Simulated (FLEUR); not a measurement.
# Magnetic state of CrO2 from several starts, part 2 of 2

Does CrO2 prefer parallel or opposed moments?

FLEUR MaX-R8.1; PBEsol; all-electron FLAPW, Dirac cores, scalar-relativistic bands.

So far. Step 2 (Run 1 (ferro ++)): After 23 cycles the largest moment stands at 2.04 μB.

## (3) Start 2: antiferro +-

Another pattern of signs weighs the neighbour shells otherwise.

File inp.xml:

```
<?xml version="1.0" encoding="UTF-8" standalone="no"?>
<fleurInput fleurInputVersion="0.39">
   <comment>
      CrO2
   </comment>
   <calculationSetup>
      <cutoffs Kmax="4.4" Gmax="13.2" GmaxXC="13.2" numbands="0"/>
      <scfLoop itmax="130" minDistance="0.00002" maxIterBroyd="15" imix="Anderson" alpha="0.05" precondParam="0.0" spinf="2.0" sdNocoIR="T"/>
      <coreElectrons ctail="T" frcor="F" kcrel="0" coretail_lmax="0"/>
      <xcFunctional name="PBEs" relativisticCorrections="F"/>
      <magnetism jspins="2"/>
      <soc l_soc="F" theta="0.0" phi="0.0" spav="F"/>
      <expertModes spex="0" secvar="F"/>
      <geometryOptimization l_f="F" forcealpha="1.0" forcemix="BFGS" epsdisp="0.00001" epsforce="0.00001"/>
      <ldaU l_linMix="F" mixParam="0.05" spinf="1.0"/>
   </calculationSetup>
   <cell>
      <bzIntegration valenceElectrons="52.0" mode="hist" fermiSmearingEnergy="0.00183747">
         <kPointListSelection listName="default-1"/>
         <xi:include xmlns:xi="http://www.w3.org/2001/XInclude" href="kpts.xml"> </xi:include>
      </bzIntegration>
      <xi:include xmlns:xi="http://www.w3.org/2001/XInclude" href="sym.xml"> </xi:include>
      <bulkLattice scale="1.0">
         <bravaisMatrix>
            <row-1>    8.3544791968565999     0.0000000000000000     0.0000000000000000</row-1>
            <row-2>    0.0000000000000000     8.3544791968565999     0.0000000000000000</row-2>
            <row-3>    0.0000000000000000     0.0000000000000000     5.5123311054581992</row-3>
         </bravaisMatrix>
      </bulkLattice>
   </cell>
   <atomSpecies>
      <species name="Chromium (3.000" element="Cr" atomicNumber="24">
         <mtSphere radius="2.22" gridPoints="735" logIncrement="0.016"/>
         <atomicCutoffs lmax="8" lnonsphr="6"/>
         <electronConfig flipSpins="F">
            <coreConfig>(1s1/2) (2s1/2) (2p1/2) (2p3/2)</coreConfig>
            <valenceConfig>(3s1/2) (3p1/2) (3p3/2) (4s1/2) (3d3/2) (3d5/2)</valenceConfig>
            <stateOccupation state="(4s1/2)" spinUp="0.5" spinDown="0.5"/>
            <stateOccupation state="(3d3/2)" spinUp="1.0" spinDown="1.0"/>
            <stateOccupation state="(3d5/2)" spinUp="3.0" spinDown="0.0"/>
         </electronConfig>
         <energyParameters s="4" p="4" d="3" f="4"/>
         <lo type="SCLO" l="0" n="3" eDeriv="0"/>
         <lo type="SCLO" l="1" n="3" eDeriv="0"/>
      </species>
      <species name="Chromium (-3.000" element="Cr" atomicNumber="24">
         <mtSphere radius="2.22" gridPoints="735" logIncrement="0.016"/>
         <atomicCutoffs lmax="8" lnonsphr="6"/>
         <electronConfig flipSpins="F">
            <coreConfig>(1s1/2) (2s1/2) (2p1/2) (2p3/2)</coreConfig>
            <valenceConfig>(3s1/2) (3p1/2) (3p3/2) (4s1/2) (3d3/2) (3d5/2)</valenceConfig>
            <stateOccupation state="(4s1/2)" spinUp="0.5" spinDown="0.5"/>
            <stateOccupation state="(3d3/2)" spinUp="1.0" spinDown="1.0"/>
            <stateOccupation state="(3d5/2)" spinUp="0.0" spinDown="3.0"/>
         </electronConfig>
         <energyParameters s="4" p="4" d="3" f="4"/>
         <lo type="SCLO" l="0" n="3" eDeriv="0"/>
         <lo type="SCLO" l="1" n="3" eDeriv="0"/>
      </species>
      <species name="Oxygen (O)" element="O" atomicNumber="8">
         <mtSphere radius="1.25" gridPoints="415" logIncrement="0.025"/>
         <atomicCutoffs lmax="6" lnonsphr="4"/>
         <electronConfig flipSpins="F">
            <coreConfig>(1s1/2)</coreConfig>
            <valenceConfig>(2s1/2) (2p1/2) (2p3/2)</valenceConfig>
            <stateOccupation state="(2p1/2)" spinUp="0.666667" spinDown="0.666667"/>
            <stateOccupation state="(2p3/2)" spinUp="1.333333" spinDown="1.333333"/>
         </electronConfig>
         <energyParameters s="2" p="2" d="3" f="4"/>
      </species>
   </atomSpecies>
   <atomGroups>
      <atomGroup species="Chromium (3.000">
         <relPos label="                   1">.0000000000 .0000000000 .0000000000</relPos>
         <force calculate="T" relaxXYZ="TTT"/>
      </atomGroup>
      <atomGroup species="Chromium (-3.000">
         <relPos label="                   2">1.000/2.000 1.000/2.000 1.000/2.000</relPos>
         <force calculate="T" relaxXYZ="TTT"/>
      </atomGroup>
      <atomGroup species="Oxygen (O)">
         <relPos label="                   3">.3010000000 .3010000000 .0000000000</relPos>
         <relPos label="                   5">-.3010000000 -.3010000000 .0000000000</relPos>
         <force calculate="T" relaxXYZ="TTT"/>
      </atomGroup>
      <atomGroup species="Oxygen (O)">
         <relPos label="                   4">.1990000000 -.1990000000 1.000/2.000</relPos>
         <relPos label="                   6">-.1990000000 .1990000000 1.000/2.000</relPos>
         <force calculate="T" relaxXYZ="TTT"/>
      </atomGroup>
   </atomGroups>
   <output dos="F" band="F" slice="F">
      <bandDOS minEnergy="-.5*Htr" maxEnergy="0.5*Htr" sigma="0.015" storeEVData="T"/>
      <plotting iplot="0" polar="F">
         <plot TwoD="T" vec1="  1.0  0.0  0.0" vec2="  0.0  1.0  0.0" vec3="  0.0  0.0  1.0" zero="  0.0  0.0  0.0" file="plot"/>
      </plotting>
      <moessbauerParams electricFieldGradient="F" isomerShift="F" coreHyperfine="F" valenceHyperfine="F"/>
   </output>
</fleurInput>
```

File crystal.txt:

```
CrO2
&input film=F cartesian=F /
4.42100000000  0.00000000000  0.00000000000
0.00000000000  4.42100000000  0.00000000000
0.00000000000  0.00000000000  2.91700000000
1.8897261246
1.0 1.0 1.0

6
24 0.00000000000  0.00000000000  0.00000000000 : 3.000
24 0.50000000000  0.50000000000  0.50000000000 : -3.000
8 0.30100000000  0.30100000000  0.00000000000
8 0.19900000000  0.80100000000  0.50000000000
8 0.69900000000  0.69900000000  0.00000000000
8 0.80100000000  0.19900000000  0.50000000000

&kpt div1=8 div2=8 div3=8 gamma=T /
```

Started as:

```sh
OMP_NUM_THREADS=1 inpgen -f crystal.txt > inpgen.log  # inp.xml is then edited as shown
OMP_NUM_THREADS=1 mpirun -n 4 fleur_MPI > fleur.log
```

Output:

```text
[banner, memory and clock lines left out]
Welcome to FLEUR        (www.flapw.de)
      MaX-Release 8.1          (www.max-centre.eu)

 ========== k-point set info ==========
 Selected k-point list: default-1
 k-point list type: mesh
 0 x 0 x 0
 Number of k points: 108

 ------------Calculation Setup---------------------------
 Number of PE/node        :            4
 Number of OMP-threads    :            1
 k-points in parallel     :            4
 pe's per k-point         :            1
 No of k-point loops      :           27
 Eigenvalue solver        :       lapack
 Number of basis functions:          608
 Approximate size of matrices (H+S) per k-point:         0.006 GB
 Iteration:     1   Distance:      51.90757139 me/bohr^3
 Iteration:     2   Distance:      43.47516420 me/bohr^3
 Iteration:     3   Distance:      29.02549154 me/bohr^3
 Iteration:     4   Distance:      26.64005993 me/bohr^3
 Iteration:     5   Distance:      23.77803694 me/bohr^3
 Iteration:     6   Distance:       4.03332550 me/bohr^3
 Iteration:     7   Distance:       3.71858896 me/bohr^3
 Iteration:     8   Distance:       1.66320308 me/bohr^3
 Iteration:     9   Distance:       1.18818675 me/bohr^3
 Iteration:    10   Distance:       0.78437444 me/bohr^3
 Iteration:    11   Distance:       0.47915246 me/bohr^3
 Iteration:    12   Distance:       0.14447550 me/bohr^3
 Iteration:    13   Distance:       0.21106891 me/bohr^3
 Iteration:    14   Distance:       0.07274688 me/bohr^3
 Iteration:    15   Distance:       0.05398975 me/bohr^3
 Iteration:    16   Distance:       0.05308462 me/bohr^3
 Iteration:    17   Distance:       0.04959939 me/bohr^3
 Iteration:    18   Distance:       0.01299050 me/bohr^3
 Iteration:    19   Distance:       0.01138532 me/bohr^3
 Iteration:    20   Distance:       0.00506925 me/bohr^3
 Iteration:    21   Distance:       0.00228867 me/bohr^3
 Iteration:    22   Distance:       0.00246891 me/bohr^3
 Iteration:    23   Distance:       0.00081556 me/bohr^3
 Iteration:    24   Distance:       0.00026440 me/bohr^3
 Iteration:    25   Distance:       0.00013750 me/bohr^3
 Iteration:    26   Distance:       0.00005888 me/bohr^3
 Iteration:    27   Distance:       0.00002423 me/bohr^3
 Iteration:    28   Distance:       0.00002787 me/bohr^3
 Iteration:    29   Distance:       0.00000696 me/bohr^3

 ********************************************************************
 Run finished successfully
 Stop message:
   all done
 ********************************************************************

--- out.xml (last complete iteration) ---
<iteration numberForCurrentRun="   29" overallNumber="   29">
         [... left out ...]
         <bandgap value="0.0054293595" units="eV"/>
         <sumValenceSingleParticleEnergies value="-24.9416471564" units="Htr"/>
         <FermiEnergy value="0.2688598639" units="Htr"/>
         <valenceDensity>
            <mtCharges spin="1">
               <mtCharge atomType="1" total="7.1167866" s="1.1347015" p="3.1847001" d="2.7154856" f="0.0602971"/>
               <mtCharge atomType="2" total="5.3979041" s="1.1247645" p="3.1762989" d="1.0151365" f="0.0592044"/>
               <mtCharge atomType="3" total="1.9442337" s="0.6130338" p="1.3290082" d="0.0019010" f="0.0002467"/>
               <mtCharge atomType="4" total="1.9304303" s="0.6126386" p="1.3149924" d="0.0024272" f="0.0003202"/>
            </mtCharges>
            <mtCharges spin="2">
               <mtCharge atomType="1" total="5.3979003" s="1.1247641" p="3.1762984" d="1.0151338" f="0.0592043"/>
               <mtCharge atomType="2" total="7.1167832" s="1.1347017" p="3.1847004" d="2.7154814" f="0.0602972"/>
               <mtCharge atomType="3" total="1.9304312" s="0.6126386" p="1.3149934" d="0.0024272" f="0.0003202"/>
               <mtCharge atomType="4" total="1.9442337" s="0.6130339" p="1.3290081" d="0.0019010" f="0.0002467"/>
            </mtCharges>
            <spinDependentCharge spin="1" total="26.0000026" interstitial="5.7359840" mtSpheres="20.2640186"/>
            <spinDependentCharge spin="2" total="25.9999974" interstitial="5.7359839" mtSpheres="20.2640135"/>
            <totalCharge value="52.0000000000"/>
         </valenceDensity>
         [... left out ...]
         <magneticMomentsInMTSpheres units="muBohr">
            <globalMagMoment atomType="1" vec="0.00000   0.00000   1.71889"/>
            <localMagMoment atomType="1" vec="0.00000   0.00000   1.71889"/>
            <globalMagMoment atomType="2" vec="0.00000   0.00000  -1.71888"/>
            <localMagMoment atomType="2" vec="0.00000   0.00000  -1.71888"/>
            <globalMagMoment atomType="3" vec="0.00000   0.00000   0.01380"/>
            <localMagMoment atomType="3" vec="0.00000   0.00000   0.01380"/>
            <globalMagMoment atomType="4" vec="0.00000   0.00000  -0.01380"/>
            <localMagMoment atomType="4" vec="0.00000   0.00000  -0.01380"/>
         </magneticMomentsInMTSpheres>
         [... left out ...]
         <totalEnergy value="    -2399.7300241119" units="Htr">
            <sumOfEigenvalues value="    -1373.6072610924">
               <coreElectrons value="-1348.6656139360"/>
               <valenceElectrons value="-24.9416471564"/>
            </sumOfEigenvalues>
            <densityCoulombPotentialIntegral value="-3627.7871399798"/>
            <densityEffectivePotentialIntegral value="-3795.5631589988"/>
            <chargeDenXCDenIntegral value="-128.3911157003"/>
            <FockExchangeEnergyValence value="0.0000000000"/>
            <FockExchangeEnergyCore value="0.0000000000"/>
         [... left out ...]
            <tkbTimesEntropy value="0.0011351240"/>
            <freeEnergy value="-2399.7311592359"/>
            <extrapolationTo0K value="-2399.7305916739"/>
         </totalEnergy>
         <densityConvergence units="me/bohr^3">
            <chargeDensity spin="1" distance="0.0000040858"/>
            <chargeDensity spin="2" distance="0.0000040872"/>
            <overallChargeDensity distance="0.0000042829"/>
            <spinDensity distance="0.0000069608"/>
         </densityConvergence>
      </iteration>
```

Run time: 3.5 min. Hardware: 4 MPI ranks of Arm Neoverse V1, shared host; peak memory 0.33 GiB; 14 min of CPU time.

Spin moment in the muffin-tin sphere by atom:

| atom | spin moment in the muffin-tin sphere (μB) |
| --- | --- |
| Cr1 | 1.72 |
| Cr2 | -1.72 |
| O3 | 0.01 |
| O4 | -0.01 |
| O5 | 0.01 |
| O6 | -0.01 |

This step gave:

- free energy: -65300.0115 eV
- program's band gap on this mesh (in a metal only a level spacing): 0.005429 eV
- magnetization: 0 μB
- final state: antiferromagnetic

It lies 158 meV a seeded atom over the first start, and its largest moment is 1.72 μB against 2.04 μB.

## (4) Order 3, typed as no spin polarisation

A spinless run gives the zero against which the gain from the moments is read.

Changes to inp.xml since step 3:

```diff
@@ -10,3 +10,3 @@
       <xcFunctional name="PBEs" relativisticCorrections="F"/>
-      <magnetism jspins="2"/>
+      <magnetism jspins="1"/>
       <soc l_soc="F" theta="0.0" phi="0.0" spav="F"/>
@@ -31,3 +31,3 @@
    <atomSpecies>
-      <species name="Chromium (3.000" element="Cr" atomicNumber="24">
+      <species name="Chromium (Cr)" element="Cr" atomicNumber="24">
          <mtSphere radius="2.22" gridPoints="735" logIncrement="0.016"/>
@@ -37,19 +37,5 @@
             <valenceConfig>(3s1/2) (3p1/2) (3p3/2) (4s1/2) (3d3/2) (3d5/2)</valenceConfig>
-            <stateOccupation state="(4s1/2)" spinUp="0.5" spinDown="0.5"/>
-            <stateOccupation state="(3d3/2)" spinUp="1.0" spinDown="1.0"/>
-            <stateOccupation state="(3d5/2)" spinUp="3.0" spinDown="0.0"/>
-         </electronConfig>
-         <energyParameters s="4" p="4" d="3" f="4"/>
-         <lo type="SCLO" l="0" n="3" eDeriv="0"/>
-         <lo type="SCLO" l="1" n="3" eDeriv="0"/>
-      </species>
-      <species name="Chromium (-3.000" element="Cr" atomicNumber="24">
-         <mtSphere radius="2.22" gridPoints="735" logIncrement="0.016"/>
-         <atomicCutoffs lmax="8" lnonsphr="6"/>
-         <electronConfig flipSpins="F">
-            <coreConfig>(1s1/2) (2s1/2) (2p1/2) (2p3/2)</coreConfig>
-            <valenceConfig>(3s1/2) (3p1/2) (3p3/2) (4s1/2) (3d3/2) (3d5/2)</valenceConfig>
-            <stateOccupation state="(4s1/2)" spinUp="0.5" spinDown="0.5"/>
-            <stateOccupation state="(3d3/2)" spinUp="1.0" spinDown="1.0"/>
-            <stateOccupation state="(3d5/2)" spinUp="0.0" spinDown="3.0"/>
+            <stateOccupation state="(4s1/2)" spinUp="0.500000" spinDown="0.500000"/>
+            <stateOccupation state="(3d3/2)" spinUp="1.000000" spinDown="1.000000"/>
+            <stateOccupation state="(3d5/2)" spinUp="1.500000" spinDown="1.500000"/>
          </electronConfig>
@@ -72,7 +58,4 @@
    <atomGroups>
-      <atomGroup species="Chromium (3.000">
+      <atomGroup species="Chromium (Cr)">
          <relPos label="                   1">.0000000000 .0000000000 .0000000000</relPos>
-         <force calculate="T" relaxXYZ="TTT"/>
-      </atomGroup>
-      <atomGroup species="Chromium (-3.000">
          <relPos label="                   2">1.000/2.000 1.000/2.000 1.000/2.000</relPos>
@@ -82,7 +65,4 @@
          <relPos label="                   3">.3010000000 .3010000000 .0000000000</relPos>
+         <relPos label="                   4">.1990000000 -.1990000000 1.000/2.000</relPos>
          <relPos label="                   5">-.3010000000 -.3010000000 .0000000000</relPos>
-         <force calculate="T" relaxXYZ="TTT"/>
-      </atomGroup>
-      <atomGroup species="Oxygen (O)">
-         <relPos label="                   4">.1990000000 -.1990000000 1.000/2.000</relPos>
          <relPos label="                   6">-.1990000000 .1990000000 1.000/2.000</relPos>
```

Changes to crystal.txt since step 3:

```diff
@@ -9,4 +9,4 @@
 6
-24 0.00000000000  0.00000000000  0.00000000000 : 3.000
-24 0.50000000000  0.50000000000  0.50000000000 : -3.000
+24 0.00000000000  0.00000000000  0.00000000000
+24 0.50000000000  0.50000000000  0.50000000000
 8 0.30100000000  0.30100000000  0.00000000000
```

Output:

```text
[banner, memory and clock lines left out]
Welcome to FLEUR        (www.flapw.de)
      MaX-Release 8.1          (www.max-centre.eu)

 ========== k-point set info ==========
 Selected k-point list: default-1
 k-point list type: mesh
 0 x 0 x 0
 Number of k points: 76

 [... set-up left out ...]
 Iteration:     1   Distance:      50.77459446 me/bohr^3
 Iteration:     2   Distance:      42.02506574 me/bohr^3
 Iteration:     3   Distance:      25.42560564 me/bohr^3
 Iteration:     4   Distance:      30.65197570 me/bohr^3
 Iteration:     5   Distance:      16.81047183 me/bohr^3
[...]
<FermiEnergy value="0.2823067535" units="Htr"/>
         [... left out ...]
         <totalEnergy value="    -2399.7006998475" units="Htr">
            <sumOfEigenvalues value="    -1373.9370965193">
               <coreElectrons value="-1348.8921634579"/>
               <valenceElectrons value="-25.0449330614"/>
            </sumOfEigenvalues>
         [... left out ...]
            <freeEnergy value="-2399.7033908832"/>
            <extrapolationTo0K value="-2399.7020453654"/>
         </totalEnergy>
         <densityConvergence units="me/bohr^3">
            <chargeDensity spin="1" distance="0.0000046773"/>
         </densityConvergence>
      </iteration>
```

Wall time 57 s (4 MPI ranks); peak memory 0.23 GiB.

Read from the output:

| Property | Result |
| --- | --- |
| free energy | -65299.2558 eV |
| program's band gap on this mesh (in a metal only a level spacing) | 0.003234 eV |
| final state | non-magnetic (no spin polarisation) |

It lies 536 meV a seeded atom over the first start.

## (5) Ranking

Free energies are divided by the number of seeded atoms.

Orders:

| start | final state | typed order kept | energy over the lowest (meV a seeded atom) | largest sphere moment (μB) | net moment (μB a primitive cell) | mesh matched | CPU time (s) |
| --- | --- | --- | --- | --- | --- | --- | --- |
| ferro ++ | ferromagnetic, with opposed induced moments | yes | 0 | 2.036 | 4 | yes | 449.5 |
| antiferro +- | antiferromagnetic | yes | 158.5 | 1.719 | 0 | yes | 842.1 |
| no spin polarisation | non-magnetic | - | 536.3 | 0 | 0 | yes | 229.3 |

## (6) Outcome

```
lowest state found                 : ferromagnetic (typed ferro ++)
largest site spin moment           : 2.04 μB
next finished state                : antiferromagnetic, 158 meV a seeded atom higher
energy gained by spin polarisation : 536 meV a seeded atom
```

In words: The lowest state found is ferromagnetic, reached from the start ferro ++, with moments up to 2.04 μB. The next finished state costs 158 meV a seeded atom. Only 3 starts were tried; other patterns of signs, canted and longer-period orders were not.

[Logs and program files are shortened in this print: banners, set-up blocks, solver, clock and traceback lines can be left out without a mark of their own.]

[Logs are printed without paths, hosts, clocks, repeated set-up lines and the standing remarks that a program may print on its own settings, such as how far it seeks lower states.]

[Hosts, paths, dates, database ids (printed as entryN), source tags and the programs' standing remarks are cut or masked in the printed files.]

[Where a cell is said to come from a database of computed structures, the database is the Materials Project.]
